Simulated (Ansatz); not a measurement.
# What SnH2 (model cell, started as rutile) distorts into, part 2 of 2

Which phase does SnH2 (model cell, started as rutile) fall into along its unstable mode, and how much energy does it gain?

Ansatz 0.2.0; DFT PBE, scalar-relativistic, plane waves, PAW.

So far, highest frequency on the path or at a solved wavevector (cm⁻¹): step 2 (phonons on a q mesh) 977. Also lowest frequency on the path (cm⁻¹): step 2 -805.

The structure was built from a prototype and need not be the compound's stable phase.

## (4) The mode frozen in, largest atomic shift 0.45 Å

The atoms are moved along the unstable eigenvector, the largest shift by 0.45 Å, with the cell fixed.

File input.yaml:

```yaml
crystal:
  lattice:
    - [4.8575969519, 0.0, 0.0]
    - [0.0, 4.8575969519, 0.0]
    - [0.0, 0.0, 7.2839904417]
  atoms:
    - { symbol: Sn, position: [-4.4229e-05, 4.4229e-05, 0.0] }
    - { symbol: Sn, position: [4.4229e-05, -4.4229e-05, 0.5] }
    - { symbol: Sn, position: [0.5, 0.5, 0.25] }
    - { symbol: Sn, position: [0.5, 0.5, 0.75] }
    - { symbol: H, position: [0.3065587255, 0.3155863093, 0.0] }
    - { symbol: H, position: [0.3155863093, 0.3065587255, 0.5] }
    - { symbol: H, position: [0.6844136907, 0.6934412745, 0.0] }
    - { symbol: H, position: [0.6934412745, 0.6844136907, 0.5] }
    - { symbol: H, position: [0.8110725174, 0.1889274826, 0.1882206768] }
    - { symbol: H, position: [0.8110725174, 0.1889274826, 0.8117793232] }
    - { symbol: H, position: [0.1889274826, 0.8110725174, 0.3117793232] }
    - { symbol: H, position: [0.1889274826, 0.8110725174, 0.6882206768] }
kpoints:
  mp_grid: { grid: [8, 8, 6] }
hamiltonian:
  xc: pbe
scf:
  occupations: { method: methfessel_paxton, width: 0.2 }
output:
  forces: true
  stress: true
  eigenvalues: true
```

Launch:

```sh
ansatz run input.yaml --threads 8 --pin off --max-ram 14336MiB --backend cpu --events-out ev --progress --plain --runs-dir out
```

Numbers of over 12 decimals in the logs are rounded to 6 here.

The program printed:

```text
[...]
Crystal: 12 atoms, lattice volume = 171.875 Å³
Basis set: ecut = 420 eV, 3373 PW (Γ), exchange–correlation on 72×72×100 points (8 copies of the dense FFT grid, shifted against one another)
Bands: 44, of which v1, the nominal top of the filled ones, is band 32 counted from 1 (31 counted from 0)
Symmetry: 8 space group operations
[...]
k-points: 84 of 384
[...]
k-point 0: bands = [... 28 lower, 3.1756, 3.3805, 4.6864, 7.2730, 7.2926, 8.1545, 8.8763, 9.1195, ... 8 higher]
  k-point 1: bands = [... 28 lower, 2.7156, 4.2749, 4.3392, 7.2618, 7.5289, 8.4634, 8.9504, 9.1091, ... 8 higher]
  k-point 2: bands = [... 28 lower, 2.3887, 3.4796, 5.4184, 7.3533, 8.1831, 8.5198, 8.9668, 9.1742, ... 8 higher]
  k-point 83: bands = [... 28 lower, 4.2935, 4.2935, 4.4410, 4.4410, 7.8602, 7.8602, 8.1994, 8.1994, ... 8 higher]
[key lines of the parts left out:]
SCF converged after 8 iterations
Free energy (F): -24218.566985 eV
Fermi energy:    6.874346 eV
P = ⅓ Tr σ = 1.5089 GPa (15.089 kbar)
```

It took 11 s on 8 threads of Arm Neoverse N1, shared host; peak memory 0.93 GiB.

Numbers from this step:

```
pressure                         : 1.509 GPa
energy from the undistorted cell : -35.89 meV/atom
```

The energy, extrapolated to zero smearing, is -35.89 meV/atom against the undistorted cell.

The run ends at a pressure of 1.51 GPa, with forces up to 0.36 eV/Å.

## (5) Energy along the mode, all amplitudes (two of the runs are shown above)

An imaginary frequency means negative curvature, so the energy should fall and then rise again as anharmonic terms take over.

Numbers from this step:

* depth at the lowest point sampled: 35.89 meV/atom
* largest atomic shift at that point: 0.45 Å

Energy from the parent against largest atomic shift:

```csv
largest atomic shift (Å),energy from the parent (meV/atom)
0.000,0
0.040,-0.622
0.080,-2.55
0.140,-7.83
0.220,-17.3
0.320,-28.6
0.450,-35.9
0.600,-22.0
```

Displacement at unit largest shift by atom:

```
atom  x (Å)  y (Å)  z (Å)  size
 Sn1   0.00   0.00   0.00  0.00
 Sn2   0.00   0.00   0.00  0.00
 Sn3   0.00   0.00   0.00  0.00
 Sn4   0.00   0.00   0.00  0.00
  H5  -0.05   0.05   0.00  0.07
  H6   0.05  -0.05   0.00  0.07
  H7  -0.05   0.05   0.00  0.07
  H8   0.05  -0.05   0.00  0.07
  H9   0.00   0.00  -1.00  1.00
 H10   0.00   0.00   1.00  1.00
 H11   0.00   0.00   1.00  1.00
 H12   0.00   0.00  -1.00  1.00
```

The lowest of the steps tried is at 0.45 Å, 35.9 meV/atom below the parent; the bottom of the well need not coincide with a step.

## (6) Relaxation from the frozen mode

Starting from the lowest point found, all atoms and the cell are let go, so that strain and other modes of the same symmetry can join in.

input.yaml: that of step 4 with these lines changed.

```diff
@@ -28 +28,10 @@
   eigenvalues: true
+  write_density: true
+  write_potential: true
+  elf: true
+  volumetric_format: npy
+relax:
+  adjacent_minimum: "off"
+  f_tol: 0.002
+  max_steps: 120
+  cell: { stress_tol: 0.03 }
```

The program printed:

```text
[...]
Crystal: 12 atoms, lattice volume = 171.875 Å³
Basis set: ecut = 420 eV, 3373 PW (Γ), exchange–correlation on 72×72×100 points (8 copies of the dense FFT grid, shifted against one another)
Bands: 44, of which v1, the nominal top of the filled ones, is band 32 counted from 1 (31 counted from 0)
Symmetry: 8 space group operations
[...]
k-points: 84 of 384
[...]
SCF iter   1: F=—  HF=-24218.575002 eV  |F-HF|=—  |Δ(HF+E_count)|=         —  Δρ=2.88e-3  dr2=2.47e-2  ethr=1.77e-3  ⟨swp⟩=6.8  Hψ=15801  notcnv=0
[...]
SCF iter   8: F=-24218.566985 eV  HF=-24218.566985 eV  |F-HF|=2.80e-10  |Δ(HF+E_count)|=   4.51e-8  S|Δr|=    0.00e0  Δρ=2.86e-6  dr2=1.78e-8  ethr=1.56e-10  ⟨swp⟩=14.4  Hψ=24467  notcnv=0
SCF 1 converged in 8 iterations: F = -24218.566985 eV  dr2 = 1.78e-8
[...]
relax step   1: F+E_penalty+E_count = -24218.56698504 eV  Δ(F+E_penalty+E_count) = +0.000e0 eV  max|allowed force component| = 2.517e-1 eV/Å  Δτ_max = 0.0000 Å  P = +1.509 GPa  Ω = 171.875 Å³  (8 SCF iters, dr2 threshold 1.00e-7 eV, accepted)
Crystal: 12 atoms, lattice volume = 181.397 Å³
Basis set: ecut = 420 eV, 3533 PW (Γ), exchange–correlation on 72×72×100 points (8 copies of the dense FFT grid, shifted against one another)
[...]
SCF iter   7: F=-24218.628876 eV  HF=-24218.628876 eV  |F-HF|=9.32e-8  |Δ(HF+E_count)|=   2.07e-6  S|Δr|=    0.00e0  Δρ=5.67e-6  dr2=7.67e-8  ethr=1.87e-9  ⟨swp⟩=10.8  Hψ=24085  notcnv=0
SCF 2 converged in 7 iterations: F = -24218.628876 eV  dr2 = 7.67e-8
relax step   2: F+E_penalty+E_count = -24218.62887636 eV  Δ(F+E_penalty+E_count) = -6.189e-2 eV  max|allowed force component| = 1.933e-1 eV/Å  Δτ_max = 0.1364 Å  P = -1.105 GPa  Ω = 181.397 Å³  energy of the carried Pulay correction = -6.709e-3 eV  (7 SCF iters, dr2 threshold 1.20e-6 eV, accepted)
Crystal: 12 atoms, lattice volume = 177.604 Å³
Basis set: ecut = 420 eV, 3461 PW (Γ), exchange–correlation on 72×72×100 points (8 copies of the dense FFT grid, shifted against one another)
[...]
SCF iter   6: F=-24218.668595 eV  HF=-24218.668594 eV  |F-HF|=1.78e-7  |Δ(HF+E_count)|=   2.19e-6  S|Δr|=    0.00e0  Δρ=8.07e-6  dr2=1.47e-7  ethr=1.87e-9  ⟨swp⟩=12.6  Hψ=26209  notcnv=0
SCF 3 converged in 6 iterations: F = -24218.668595 eV  dr2 = 1.47e-7
relax step   3: F+E_penalty+E_count = -24218.66859455 eV  Δ(F+E_penalty+E_count) = -3.972e-2 eV  max|allowed force component| = 4.698e-2 eV/Å  Δτ_max = 0.0449 Å  P = -0.227 GPa  Ω = 177.604 Å³  energy of the carried Pulay correction = -4.080e-3 eV  (6 SCF iters, dr2 threshold 1.20e-6 eV, accepted)
[...]
relax step   4: F+E_penalty+E_count = -24218.67311998 eV  Δ(F+E_penalty+E_count) = -4.525e-3 eV  max|allowed force component| = 2.321e-2 eV/Å  Δτ_max = 0.0281 Å  P = -0.164 GPa  Ω = 177.227 Å³  energy of the carried Pulay correction = -3.816e-3 eV  (5 SCF iters, dr2 threshold 1.72e-7 eV, accepted)
[...]
relax step   5: F+E_penalty+E_count = -24218.67488735 eV  Δ(F+E_penalty+E_count) = -1.767e-3 eV  max|allowed force component| = 2.829e-3 eV/Å  Δτ_max = 0.0185 Å  P = -0.003 GPa  Ω = 176.548 Å³  energy of the carried Pulay correction = -3.338e-3 eV  (5 SCF iters, dr2 threshold 1.20e-7 eV, accepted)
[...]
relax step   6: F+E_penalty+E_count = -24218.67491490 eV  Δ(F+E_penalty+E_count) = -2.755e-5 eV  max|allowed force component| = 1.743e-3 eV/Å  Δτ_max = 0.0038 Å  P = +0.003 GPa  Ω = 176.581 Å³  energy of the carried Pulay correction = -3.362e-3 eV  (6 SCF iters, dr2 threshold 2.96e-9 eV, accepted)
[...]
relax step   7: F+E_penalty+E_count = -24218.67487309 eV  Δ(F+E_penalty+E_count) = +4.181e-5 eV  max|allowed force component| = 1.087e-3 eV/Å  Δτ_max = 0.0036 Å  P = +0.005 GPa  Ω = 176.683 Å³  energy of the carried Pulay correction = -3.433e-3 eV  (8 SCF iters, accepted)
[...]
relax step   8: F+E_penalty+E_count = -24218.67478513 eV  Δ(F+E_penalty+E_count) = +8.796e-5 eV  max|allowed force component| = 7.806e-4 eV/Å  Δτ_max = 0.0038 Å  P = +0.002 GPa  Ω = 176.833 Å³  energy of the carried Pulay correction = -3.539e-3 eV  (8 SCF iters, accepted)
Basis set: ecut = 420 eV, 3417 PW (Γ), exchange–correlation on 72×72×108 points (8 copies of the dense FFT grid, shifted against one another)
[...]
SCF iter   5: F=-24218.678937 eV  HF=-24218.678937 eV  |F-HF|=3.64e-12  |Δ(HF+E_count)|=   1.11e-8  S|Δr|=    0.00e0  Δρ=7.94e-8  dr2=1.64e-11  ethr=1.00e-12  ⟨swp⟩=6.8  Hψ=18944  notcnv=0
SCF 9 converged in 5 iterations: F = -24218.678937 eV  dr2 = 1.64e-11
relax step   9: F+E_penalty+E_count = -24218.67893738 eV  Δ(F+E_penalty+E_count) = -4.152e-3 eV  max|allowed force component| = 1.437e-3 eV/Å  Δτ_max = 0.0000 Å  P = +0.014 GPa  Ω = 176.833 Å³  stress off target by 2.47e-2 GPa  SCF on the basis re-selected at this cell (its energy is not comparable with the rows above)  (5 SCF iters)
basis re-selected at this cell: Δ(F+E_penalty+E_count) = -4.152e-3 eV, ΔP = +0.012 GPa vs the last step (what re-selecting the basis moved, of the pressure what is left beyond the Pulay correction that the steps carried, after the strain that the cell walked since its last selection, with what the two solves' SCF thresholds leave and, on support functions, any second-order correction that the steps lacked; it is no measure of the basis error at this ecutwfc). The dense FFT grid was sized anew with the basis: this SCF ran on 36×36×54 points, the steps before it on 36×36×50, so part of this shift can come from that change (see relax.cell in the input reference). [rest of the remark cut]
SCF converged after 5 iterations
[...]
Free energy (F): -24218.678937 eV
[...]
Internal energy: -24218.677728 eV  (E = F + TS)
E sigma→0 (E₀):  -24218.678635 eV
Entropy (-TS):   -0.001210 eV (-0.101 meV/atom)
Fermi energy:    6.421986 eV
[...]
--- Forces (eV/Å), atoms counted from 1 ---
  atom   1  Sn     0.00019968    -0.00019968    -0.00000000
  atom   2  Sn    -0.00019968     0.00019968     0.00000000
  atom   3  Sn    -0.00000000    -0.00000000     0.00000000
  atom   4  Sn    -0.00000000    -0.00000000     0.00000000
  atom   5  H      0.00143748     0.00075321     0.00000000
  atom   6  H      0.00075321     0.00143748     0.00000000
  atom   7  H     -0.00075321    -0.00143748    -0.00000000
  atom   8  H     -0.00143748    -0.00075321    -0.00000000
  atom   9  H     -0.00020687     0.00020687    -0.00018009
  atom  10  H     -0.00020687     0.00020687     0.00018009
  atom  11  H      0.00020687    -0.00020687     0.00018009
  atom  12  H      0.00020687    -0.00020687    -0.00018009
  max |Σ_I F_I| component: 2.44e-19 eV/Å
--- Stress (GPa, compression-positive) ---
        0.008587       0.000177       0.000000
        0.000177       0.008587       0.000000
        0.000000       0.000000       0.024686
  P = ⅓ Tr σ = 0.0140 GPa (0.140 kbar)
--- Band table (eV; the first three rows and the last of 84) ---
  k-point 0: bands = [... 28 lower, 3.2198, 3.2600, 4.0812, 6.8726, 6.9426, 7.3626, 8.7185, 8.9412, ... 8 higher]
  k-point 1: bands = [... 28 lower, 2.6083, 3.7603, 4.1270, 6.7048, 7.1660, 7.8531, 8.7897, 8.8511, ... 8 higher]
  k-point 2: bands = [... 28 lower, 2.3249, 3.0064, 5.1409, 6.7086, 7.7444, 8.0676, 8.5194, 9.0037, ... 8 higher]
  k-point 83: bands = [... 28 lower, 3.7099, 3.7099, 4.0500, 4.0500, 7.3115, 7.3115, 7.5951, 7.5951, ... 8 higher]
--- Relaxed structure (8 steps of the walk, 8 accepted, 1 SCFs on fresh bases) ---
  F+E_penalty+E_count = -24218.67893738 eV   max|allowed force component| = 1.437e-3 eV/Å   (the final SCF, on the basis selected at the relaxed cell)
  cell:  # Å, volume = 176.8334 Å³
    - [4.827106, -0.023278, 0.0]
    - [-0.023278, 4.827106, 0.0]
    - [0.0, 0.0, 7.589281]
  atoms:
    - { symbol: Sn, position: [0.0012881, -0.0012881, 0] }
    - { symbol: Sn, position: [-0.0012881, 0.0012881, 0.5] }
    - { symbol: Sn, position: [0.5, 0.5, 0.25] }
    - { symbol: Sn, position: [0.5, 0.5, 0.750000] }
    - { symbol: H, position: [0.293028, 0.339758, 0] }
    - { symbol: H, position: [0.339758, 0.293028, 0.5] }
    - { symbol: H, position: [0.660242, 0.706972, 0] }
    - { symbol: H, position: [0.706972, 0.660242, 0.5] }
    - { symbol: H, position: [0.802401, 0.197599, 0.176097] }
    - { symbol: H, position: [0.802401, 0.197599, 0.823903] }
    - { symbol: H, position: [0.197599, 0.802401, 0.323903] }
    - { symbol: H, position: [0.197599, 0.802401, 0.676097] }
```

Run time: 1.7 min. Hardware: 8 threads; peak memory 1 GiB; 14 min of CPU time.

Relaxation path:

```
step  energy less that of the first step (eV)  largest force component (eV/Å)  pressure (GPa)  volume (Å³)
   1                                   0.0000                          0.2517            1.51       171.87
   2                                  -0.0619                          0.1933           -1.10       181.40
   3                                  -0.1016                          0.0470           -0.23       177.60
   4                                  -0.1061                          0.0232           -0.16       177.23
   5                                  -0.1079                          0.0028            0.00       176.55
   6                                  -0.1079                          0.0017            0.00       176.58
   7                                  -0.1079                          0.0011            0.00       176.68
   8                                  -0.1078                          0.0008            0.00       176.83
  9*                                  -0.1120                          0.0014            0.01       176.83
```

Relaxation steps marked * repeat the geometry before them on a plane-wave basis chosen anew for their cell, so energy and pressure can jump there.

Forces are held to the 8 operations that the run works with; a distortion that breaks them can't arise in this run.

```csv
"conventional cell, symmetrised",before,after,change
a (Å),6.870,6.794,-1.1 %
b (Å),6.870,6.859,-0.1 %
c (Å),7.284,7.589,+4.2 %
volume (Å³/atom),14.32,14.74,+2.9 %
```

The atoms that moved most (Å, as changes of fractional coordinates times the final cell):

```csv
atom,dx,dy,dz,length
H7,-0.117,0.066,0.000,0.134
H8,0.066,-0.117,0.000,0.134
H5,-0.066,0.117,0.000,0.134
H6,0.117,-0.066,0.000,0.134
H10,-0.042,0.042,0.092,0.110
H12,0.042,-0.042,-0.092,0.110
H11,0.042,-0.042,0.092,0.110
H9,-0.042,0.042,-0.092,0.110
```

Final coordinates:

```cif
data_structure
_symmetry_space_group_name_H-M 'P 1'
_symmetry_Int_Tables_number 1
_cell_length_a 4.8272
_cell_length_b 4.8272
_cell_length_c 7.5893
_cell_angle_alpha 90.000
_cell_angle_beta 90.000
_cell_angle_gamma 90.553
_cell_volume 176.83
loop_
_atom_site_label
_atom_site_type_symbol
_atom_site_fract_x
_atom_site_fract_y
_atom_site_fract_z
_atom_site_occupancy
Sn1 Sn 0.00129 0.99871 0.00000 1
Sn2 Sn 0.99871 0.00129 0.50000 1
Sn3 Sn 0.50000 0.50000 0.25000 1
Sn4 Sn 0.50000 0.50000 0.75000 1
H5 H 0.29303 0.33976 0.00000 1
H6 H 0.33976 0.29303 0.50000 1
H7 H 0.66024 0.70697 0.00000 1
H8 H 0.70697 0.66024 0.50000 1
H9 H 0.80240 0.19760 0.17610 1
H10 H 0.80240 0.19760 0.82390 1
H11 H 0.19760 0.80240 0.32390 1
H12 H 0.19760 0.80240 0.67610 1
```

This step gave:

```yaml
pressure: 0.01395 GPa
volume_per_atom: 14.74 Å³
```

ELF in the ac plane of the conventional cell at fractional y = 0.001, with atoms of Sn and H within 0.2 Å of it. It is the smooth field of the valence electrons, not physical close to the nuclei.

Values, 11 rows by 16 columns, each cell a mean:
```
0.23 0.19 0.11 0.09 0.26 0.36 0.31 0.15 0.11 0.24 0.35 0.33 0.14 0.09 0.16 0.22
0.26 0.30 0.28 0.33 0.61 0.64 0.44 0.30 0.29 0.36 0.57 0.66 0.44 0.27 0.30 0.28
0.02 0.16 0.32 0.55 0.95 0.99 0.82 0.32 0.20 0.63 0.96 0.99 0.75 0.35 0.25 0.05
0.18 0.28 0.30 0.42 0.76 0.78 0.54 0.30 0.26 0.43 0.71 0.81 0.56 0.31 0.30 0.21
0.28 0.25 0.16 0.13 0.28 0.37 0.32 0.22 0.19 0.28 0.36 0.35 0.17 0.13 0.22 0.27
0.14 0.11 0.06 0.07 0.27 0.37 0.27 0.05 0.02 0.17 0.36 0.35 0.12 0.05 0.09 0.13
0.31 0.29 0.20 0.18 0.35 0.42 0.34 0.27 0.25 0.31 0.39 0.40 0.23 0.17 0.26 0.30
0.11 0.24 0.31 0.49 0.87 0.89 0.66 0.31 0.24 0.50 0.84 0.91 0.66 0.33 0.29 0.15
0.05 0.19 0.31 0.53 0.93 0.96 0.77 0.32 0.22 0.58 0.93 0.97 0.73 0.35 0.27 0.08
0.30 0.31 0.25 0.25 0.47 0.51 0.38 0.30 0.29 0.34 0.46 0.52 0.33 0.23 0.29 0.31
0.18 0.14 0.08 0.08 0.26 0.36 0.29 0.09 0.05 0.20 0.36 0.34 0.13 0.06 0.12 0.17
```
Columns run along a (6.8 Å), rows up along c (7.6 Å), edges of the conventional cell, whose origin can differ from the input's. Atoms in or near the plane, at fractional coordinates: Sn at (0.00, 0.25), Sn at (0.00, 0.75), Sn at (0.50, 0.50), Sn at (0.50, 0.00), H at (0.32, 0.25), H at (0.32, 0.75), H at (0.68, 0.25), H at (0.68, 0.75).

Valence density in the ac plane of the conventional cell at fractional y = 0.001, with atoms of Sn and H within 0.2 Å of it. It is the smooth field of the valence electrons, not physical close to the nuclei.

Values in e/Å³, 11 rows by 16 columns, each cell a mean:
```
 0  0  0  0  0  0  1  5  7  2  0  0  0  0  0  0
 2  1  0  0  0  0  0  0  0  0  0  0  0  0  1  2
11  4  1  0  1  1  0  0  0  0  1  1  0  0  2  9
 4  2  0  0  0  0  0  0  0  0  0  0  0  0  1  3
 0  0  0  0  0  0  1  3  4  2  0  0  0  0  0  0
 0  0  0  0  0  0  2  9 12  4  1  0  0  0  0  0
 0  0  0  0  0  0  1  2  2  1  0  0  0  0  0  0
 7  2  0  0  0  1  0  0  0  0  0  1  0  0  1  5
10  3  1  0  1  1  0  0  0  0  1  1  0  0  2  7
 1  0  0  0  0  0  0  1  1  0  0  0  0  0  0  1
 0  0  0  0  0  0  2  7 10  3  1  0  0  0  0  0
```
Columns run along a (6.8 Å), rows up along c (7.6 Å), edges of the conventional cell, whose origin can differ from the input's. Atoms in or near the plane, at fractional coordinates: Sn at (0.00, 0.25), Sn at (0.00, 0.75), Sn at (0.50, 0.50), Sn at (0.50, 0.00), H at (0.32, 0.25), H at (0.32, 0.75), H at (0.68, 0.25), H at (0.68, 0.75).

Electrostatic potential energy in the ac plane of the conventional cell at fractional y = 0.001, with atoms of Sn and H within 0.2 Å of it. With pseudopotentials it is smooth inside the atoms' cores, unlike the true potential.

Values in eV, 11 rows by 16 columns, each cell a mean:
```
  5   6   8   8   7   1  -9   9  16  -5  -5   6   8   8   7   6
 -5  -7   1   7   7   5   2  -2  -3   0   5   6   7   5  -5  -6
 34   4  -8   4  -5 -11   4   7   8   7  -6 -11   4  -1  -8  26
  4  -8  -2   6   5   3   4   3   2   4   3   4   7   3  -8  -1
  2   4   7   8   7   3  -8  -1   3  -8  -1   6   8   8   5   2
  8   8   9   9   7  -1  -8  27  34   4  -8   5   8   9   8   8
 -3   1   6   8   8   4  -5  -7  -5  -7   1   7   8   7   3  -2
 15  -5  -4   5   2  -2   5   5   5   6   0  -1   6   1  -9   9
 27   1  -6   4  -2  -7   4   7   7   6  -4  -7   5   0  -9  20
 -6  -4   4   7   8   5  -1  -6  -7  -4   4   7   8   6  -1  -6
  7   7   8   8   7   0  -9  19  27   0  -7   5   8   8   8   7
```
Columns run along a (6.8 Å; values clipped at the 3rd and 97th percentile), rows up along c (7.6 Å), edges of the conventional cell, whose origin can differ from the input's. Atoms in or near the plane, at fractional coordinates: Sn at (0.00, 0.25), Sn at (0.00, 0.75), Sn at (0.50, 0.50), Sn at (0.50, 0.00), H at (0.32, 0.25), H at (0.32, 0.75), H at (0.68, 0.25), H at (0.68, 0.75).

The distorted start has space group Cmcm; the relaxation ends in Cmcm.

## (7) Results

| Item | Value |
| --- | --- |
| unstable mode of the parent | q = (0, 0, -0.5), 805i cm⁻¹ |
| depth at the lowest point sampled | 35.9 meV/atom |
| largest atomic shift at that point | 0.45 Å |
| space group reached (within 0.01 Å) | Cmcm |
| energy gained over the parent (first relaxation, on the mesh of the frozen mode) | 45.2 meV/atom |
| volume per atom, phase reached | 14.7 Å³ |

Along this mode the structure falls into Cmcm, 45.2 meV/atom below the parent. At the parent's cell the well is 35.89 meV/atom deep on the steps tried, with its lowest point at a shift of 0.45 Å. Relaxing atoms and cell changes the gain by +9.31 meV/atom against the lowest step (energies at zero smearing). The modes of the phase reached were not computed on this path. Of the 6 patterns followed to their end from this parent, this one ends 103 meV/atom above the lowest, P4_32_12. Each path keeps the symmetry of its pattern, so a lower phase may lie along a pattern not tried. With no gap, or one that is small against the smearing, the frequencies hang on the k mesh and the smearing, most of all near Kohn anomalies. Spin-orbit coupling is left out, which can matter for the heavy elements here. The starting cell was built on a prototype and not taken from a measurement, so the phase need not exist.

[Logs are printed without paths, hosts, clocks, repeated set-up lines and the standing remarks that a program may print on its own settings, such as how far it seeks lower states.]

[Hosts, paths, dates, database ids (printed as entryN), source tags and the programs' standing remarks are cut or masked in the printed files.]
